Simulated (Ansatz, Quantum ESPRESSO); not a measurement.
# NaI (Fm-3m): third-order response

Which lines does NaI (Fm-3m) show in Raman and infrared spectra?

Program: Quantum ESPRESSO 8.0 development, patched. Level of theory: DFT LDA, scalar-relativistic, plane waves, PseudoDojo norm-conserving pseudopotentials. Results are calculated unless marked as measured.

**1. Set-up**

The structure is cubic, space group Fm-3m (No. 225). The conventional cell has a = 6.473 Å, b = 6.473 Å, c = 6.473 Å, α = 90.00°, β = 90.00°, γ = 90.00°. Na has 6 I at 3.24 Å nearest. Nearest to I lie 6 Na at 3.24 Å. Farther neighbours and most contacts between anions are not listed.

**2. A probe with smearing**

Before anything dear is run, a loose run with smearing shows whether this is a metal and how far the cell is from rest.

probe.in

```
&CONTROL
  calculation = 'scf'
  prefix      = 'x'
  outdir      = './tmp'
  pseudo_dir  = './pseudo'
  tprnfor     = .true.
  tstress     = .true.
  verbosity   = 'high'
/
&SYSTEM
  ibrav       = 2
  celldm(1)   = 12.23181926
  nat         = 2
  ntyp        = 2
  ecutwfc     = 88.0
  occupations = 'smearing'
  smearing    = 'gaussian'
  degauss     = 0.01
/
&ELECTRONS
  conv_thr         = 1.0d-07
  mixing_beta      = 0.7
  electron_maxstep = 100
/
ATOMIC_SPECIES
 Na     22.9898  Na.upf
 I     126.9045  I.upf
ATOMIC_POSITIONS crystal
 Na     0.000000000   0.000000000   0.000000000
 I      0.500000000   0.500000000   0.500000000
K_POINTS automatic
 6 6 6 0 0 0
```

Launch:

```bash
$ OMP_NUM_THREADS=1 mpirun -n 2 pw.x -nk 2 -in probe.in > probe.out
```

The log of the run:

```text
[banners, grids, parts of the stress and lines that vanish by symmetry left out]
Program PWSCF v.8.0dev
     bravais-lattice index     =            2
     lattice parameter (alat)  =      12.2318  a.u.
[...]
kinetic-energy cutoff     =      88.0000  Ry
     charge density cutoff     =     352.0000  Ry
     scf convergence threshold =      1.0E-07
[...]
Exchange-correlation= SLA-PW-NOGX-NOGC
                           (   1   4   0   0   0   0   0)
[...]
48 Sym. Ops., with inversion, found
[...]
(     0          1          0      )
                  (     0          0          1      )
[...]
(  0.0000000  1.0000000  0.0000000 )
                  (  0.0000000  0.0000000  1.0000000 )
[...]
(     1          0         -1      )
                  (     0          0         -1      )
[...]
(  0.0000000 -1.0000000  0.0000000 )
[...]
(     0          1         -1      )
                  (     0          1          0      )
[...]
( -1.0000000  0.0000000  0.0000000 )
                  (  0.0000000  1.0000000  0.0000000 )
[...]
number of k points=    16  Gaussian smearing, width (Ry)=  0.0100
[...]
End of self-consistent calculation
[...]
the Fermi energy is     4.0233 ev
!    total energy              =    -117.44288913 Ry
[...]
convergence has been achieved in   5 iterations
[...]
atom    1 type  1   force =     0.00000000    0.00000000    0.00000000
     atom    2 type  2   force =    -0.00000000    0.00000000   -0.00000000
[...]
Total force =     0.000000     Total SCF correction =     0.000000
[...]
total   stress  (Ry/bohr**3)                   (kbar)     P=      -16.30
[...]
XML data file, charge density, pseudopotentials, collected wavefunctions

   JOB DONE.
```

Wall time 3.8 s (2 MPI ranks of AMD EPYC 9R45 (Zen 5), shared host); 7.2 s of CPU time.

Read from the output:

| Item | Value |
| --- | --- |
| volume per atom | 33.90 Å³ |
| pressure | -1.630 GPa |
| gap on the k-mesh | 3.329 eV |

A gap of 3.3 eV opens on this mesh, so the crystal is taken as an insulator; the start stands at -1.6 GPa.

**3. Relaxing the cell and atoms**

The relaxation runs at a cutoff a fifth above that of the response, since stress converges more slowly with the basis than frequencies do. Forces and stress are brought to rest with tight thresholds.

relax.in

```
&CONTROL
  calculation   = 'vc-relax'
  prefix        = 'x'
  outdir        = './tmp'
  pseudo_dir    = './pseudo'
  tprnfor       = .true.
  tstress       = .true.
  forc_conv_thr = 2.0d-05
  etot_conv_thr = 1.0d-07
  nstep         = 40
/
&SYSTEM
  ibrav       = 2
  celldm(1)   = 12.23181926
  nat         = 2
  ntyp        = 2
  ecutwfc     = 106
  occupations = 'fixed'
  nbnd        = 10
/
&ELECTRONS
  conv_thr         = 1.0d-11
  mixing_beta      = 0.7
  electron_maxstep = 100
/
&IONS
/
&CELL
  press_conv_thr = 0.2
/
ATOMIC_SPECIES
 Na     22.9898  Na.upf
 I     126.9045  I.upf
ATOMIC_POSITIONS crystal
 Na     0.000000000   0.000000000   0.000000000
 I      0.500000000   0.500000000   0.500000000
K_POINTS automatic
 6 6 6 0 0 0
```

Launch:

```bash
$ OMP_NUM_THREADS=1 mpirun -n 2 pw.x -nk 2 -in relax.in > relax.out
```

The log of the run:

```text
[banners, grids, parts of the stress and lines that vanish by symmetry left out]
[banner, memory and clock lines left out]
Program PWSCF v.8.0dev

[...]
kinetic-energy cutoff     =     106.0000  Ry
     charge density cutoff     =     424.0000  Ry
     scf convergence threshold =      1.0E-11
[...]
energy convergence thresh.=      1.0E-07
     force convergence thresh. =      2.0E-05
     press convergence thresh. =      2.0E-01
     Exchange-correlation= SLA-PW-NOGX-NOGC
                           (   1   4   0   0   0   0   0)
[...]
48 Sym. Ops., with inversion, found
[...]
number of k points=    16
[...]
End of self-consistent calculation
[...]
highest occupied, lowest unoccupied level (ev):     1.5407    4.8700
!    total energy              =    -117.44292294 Ry
[...]
convergence has been achieved in  10 iterations
[...]
atom    1 type  1   force =     0.00000000   -0.00000000   -0.00000000
     atom    2 type  2   force =     0.00000000    0.00000000    0.00000000
     Total force =     0.000000     Total SCF correction =     0.000000
[...]
total   stress  (Ry/bohr**3)                   (kbar)     P=      -16.13
[...]
number of bfgs steps    =   0
[...]
CELL_PARAMETERS (alat= 12.23181926)
[...]
ATOMIC_POSITIONS (crystal)
Na              -0.0000000000       -0.0000000000        0.0000000000
I                0.5000000000        0.5000000000        0.5000000000
[...]
New effective cutoffs (rho, wfc):  425.57  106.56
[...]
End of self-consistent calculation
[...]
highest occupied, lowest unoccupied level (ev):     1.6061    4.9568
!    total energy              =    -117.44332114 Ry
[...]
convergence has been achieved in   7 iterations
[...]
atom    1 type  1   force =    -0.00000000   -0.00000000   -0.00000000
     atom    2 type  2   force =     0.00000000    0.00000000    0.00000000
     Total force =     0.000000     Total SCF correction =     0.000000
[...]
total   stress  (Ry/bohr**3)                   (kbar)     P=      -15.08
[...]
number of bfgs steps    =   1
[...]
WARNING: bfgs curvature condition failed, Theta= 0.860
[...]
CELL_PARAMETERS (alat= 12.23181926)
[...]
ATOMIC_POSITIONS (crystal)
Na               0.0000000000       -0.0000000000        0.0000000000
I                0.5000000000        0.5000000000        0.5000000000
[...]
New effective cutoffs (rho, wfc):  429.10  107.45
[...]
End of self-consistent calculation
[...]
highest occupied, lowest unoccupied level (ev):     1.7058    5.0894
!    total energy              =    -117.44386284 Ry
[...]
convergence has been achieved in   8 iterations
[...]
atom    1 type  1   force =     0.00000000    0.00000000    0.00000000
     atom    2 type  2   force =     0.00000000    0.00000000   -0.00000000
     Total force =     0.000000     Total SCF correction =     0.000000
[...]
total   stress  (Ry/bohr**3)                   (kbar)     P=      -13.41
[...]
number of bfgs steps    =   2
[...]
CELL_PARAMETERS (alat= 12.23181926)
[...]
ATOMIC_POSITIONS (crystal)
[...]
New effective cutoffs (rho, wfc):  434.48  108.79
[...]
End of self-consistent calculation
[...]
convergence has been achieved in   8 iterations
[...]
atom    1 type  1   force =     0.00000000    0.00000000    0.00000000
     atom    2 type  2   force =     0.00000000    0.00000000    0.00000000
     Total force =     0.000000     Total SCF correction =     0.000000
[...]
total   stress  (Ry/bohr**3)                   (kbar)     P=       -5.99
[...]
number of bfgs steps    =   4
[...]
CELL_PARAMETERS (alat= 12.23181926)
[...]
ATOMIC_POSITIONS (crystal)
[...]
New effective cutoffs (rho, wfc):  453.22  113.48
[...]
highest occupied, lowest unoccupied level (ev):     2.4078    6.0304
!    total energy              =    -117.44551477 Ry
[...]
convergence has been achieved in   8 iterations
[...]
atom    1 type  1   force =     0.00000000    0.00000000    0.00000000
     atom    2 type  2   force =     0.00000000   -0.00000000    0.00000000
     Total force =     0.000000     Total SCF correction =     0.000000
[...]
total   stress  (Ry/bohr**3)                   (kbar)     P=        0.80
[...]
number of bfgs steps    =   5
[...]
CELL_PARAMETERS (alat= 12.23181926)
[...]
ATOMIC_POSITIONS (crystal)
[...]
New effective cutoffs (rho, wfc):  451.98  113.18
[...]
highest occupied, lowest unoccupied level (ev):     2.3710    5.9808
!    total energy              =    -117.44551910 Ry
[...]
convergence has been achieved in   7 iterations
[...]
atom    1 type  1   force =    -0.00000000    0.00000000   -0.00000000
     atom    2 type  2   force =     0.00000000   -0.00000000    0.00000000
     Total force =     0.000000     Total SCF correction =     0.000000
[...]
total   stress  (Ry/bohr**3)                   (kbar)     P=       -0.05
[...]
number of bfgs steps    =   6
[...]
CELL_PARAMETERS (alat= 12.23181926)
[...]
ATOMIC_POSITIONS (crystal)
[...]
New effective cutoffs (rho, wfc):  452.05  113.19
[...]
End of self-consistent calculation
[...]
highest occupied, lowest unoccupied level (ev):     2.3731    5.9836
!    total energy              =    -117.44551912 Ry
[...]
convergence has been achieved in   4 iterations
[...]
atom    1 type  1   force =     0.00000000    0.00000000    0.00000000
     atom    2 type  2   force =     0.00000000    0.00000000   -0.00000000
     Total force =     0.000000     Total SCF correction =     0.000000
[...]
total   stress  (Ry/bohr**3)                   (kbar)     P=       -0.00
[...]
bfgs converged in   8 scf cycles and   7 bfgs steps
[...]
End of BFGS Geometry Optimization
     Final enthalpy           =    -117.4455191171 Ry
     File ./tmp/x.bfgs deleted, as requested
[...]
CELL_PARAMETERS (alat= 12.23181926)
[...]
ATOMIC_POSITIONS (crystal)
Na              -0.0000000000        0.0000000000       -0.0000000000
I                0.5000000000        0.5000000000        0.5000000000
[...]
Final scf calculation at the relaxed structure.
[...]
kinetic-energy cutoff     =     106.0000  Ry
     charge density cutoff     =     424.0000  Ry
     scf convergence threshold =      1.0E-13
[...]
press convergence thresh. =      2.0E-01
     Exchange-correlation= SLA-PW-NOGX-NOGC
                           (   1   4   0   0   0   0   0)
[...]
48 Sym. Ops., with inversion, found
[...]
number of k points=    16
[...]
End of self-consistent calculation
[...]
highest occupied, lowest unoccupied level (ev):     2.3731    5.9836
!    total energy              =    -117.44551582 Ry
[...]
convergence has been achieved in  10 iterations
[...]
atom    1 type  1   force =    -0.00000000   -0.00000000    0.00000000
     atom    2 type  2   force =     0.00000000    0.00000000    0.00000000
     Total force =     0.000000     Total SCF correction =     0.000000
[...]
total   stress  (Ry/bohr**3)                   (kbar)     P=        0.01
[...]
XML data file, charge density, pseudopotentials, collected wavefunctions
```

Wall time 34 s (2 MPI ranks).

Step by step:

```
step  energy less that of the first step (eV)  largest force (eV/Å)  pressure (GPa)  volume (Å³)
   1                                   0.0000                0.0000           -1.61        67.80
   2                                  -0.0054                0.0000           -1.51        67.24
   3                                  -0.0128                0.0000           -1.34        66.41
   4                                  -0.0220                0.0000           -1.07        65.18
   5                                  -0.0316                0.0000           -0.60        63.37
   6                                  -0.0353                0.0000            0.08        61.18
   7                                  -0.0353                0.0000           -0.01        61.43
   8                                  -0.0353                0.0000            0.00        61.42
   9                                  -0.0353                0.0000            0.00        61.42
```

```
conventional cell, symmetrised  before  after  change
                         a (Å)   6.473  6.263  -3.2 %
                         b (Å)   6.473  6.263  -3.2 %
                         c (Å)   6.473  6.263  -3.2 %
              volume (Å³/atom)   33.90  30.71  -9.4 %
```

The relaxed structure:

```
Na I
1.0
    -3.13154    0.00000    3.13154
     0.00000    3.13154    3.13154
    -3.13154    3.13154    0.00000
Na I
1 1
Cartesian
  0.0000 0.0000 0.0000
  -3.1315 3.1315 3.1315
```

The last row of the table of steps is pw.x's closing run on a basis chosen anew for the final cell, so its energy can jump.

This step gave:

| Property | Result |
| --- | --- |
| volume per atom | 30.71 Å³ |
| pressure | 0.001 GPa |
| gap on the k-mesh | 3.611 eV |

The volume changes by -9.4 % from the cell with which this run began.

**4. Self-consistent run for the response**

The response is built on this ground state, so it is converged far tighter than an energy would need. With a gap, occupations are fixed, which also allows the response to an electric field.

scf.in

```
&CONTROL
  calculation = 'scf'
  prefix      = 'x'
  outdir      = './tmp'
  pseudo_dir  = './pseudo'
  tprnfor     = .true.
  tstress     = .true.
/
&SYSTEM
  ibrav       = 2
  celldm(1)   = 11.83552062
  nat         = 2
  ntyp        = 2
  ecutwfc     = 88.0
  occupations = 'fixed'
  nbnd        = 10
/
&ELECTRONS
  conv_thr         = 1.0d-12
  mixing_beta      = 0.7
  electron_maxstep = 100
/
ATOMIC_SPECIES
 Na     22.9898  Na.upf
 I     126.9045  I.upf
ATOMIC_POSITIONS crystal
 Na     0.000000000   0.000000000   0.000000000
 I      0.500000000   0.500000000   0.500000000
K_POINTS automatic
 6 6 6 0 0 0
```

Launch:

```bash
$ OMP_NUM_THREADS=1 mpirun -n 2 pw.x -nk 2 -in scf.in > scf.out
```

The log of the run:

```text
[banners, grids, parts of the stress and lines that vanish by symmetry left out]
[banner, memory and clock lines left out]
Program PWSCF v.8.0dev

[...]
kinetic-energy cutoff     =      88.0000  Ry
     charge density cutoff     =     352.0000  Ry
     scf convergence threshold =      1.0E-12
[...]
Exchange-correlation= SLA-PW-NOGX-NOGC
                           (   1   4   0   0   0   0   0)
[...]
48 Sym. Ops., with inversion, found
[...]
number of k points=    16
[...]
End of self-consistent calculation
[...]
highest occupied, lowest unoccupied level (ev):     2.3731    5.9836
!    total energy              =    -117.44548180 Ry
[...]
convergence has been achieved in  10 iterations
[...]
atom    1 type  1   force =     0.00000000   -0.00000000    0.00000000
     atom    2 type  2   force =     0.00000000    0.00000000    0.00000000
     Total force =     0.000000     Total SCF correction =     0.000000
[...]
total   stress  (Ry/bohr**3)                   (kbar)     P=       -0.03
[...]
XML data file, charge density, pseudopotentials, collected wavefunctions
```

Elapsed: 4.5 s, on 2 MPI ranks.

Read from the output:

```
pressure : -0.003000 GPa
```

The cell stands at -0.0030 GPa, close enough for phonons.

(Part 1 of 3 ends here.)

[Host names and launcher messages were left out of these logs when they were recorded.]

[Logs are printed without paths, hosts, clocks, repeated set-up lines and the standing remarks that a program may print on its own settings, such as how far it seeks lower states.]

[Hosts, paths, dates, database ids (printed as entryN), source tags and the programs' standing remarks are cut or masked in the printed files.]
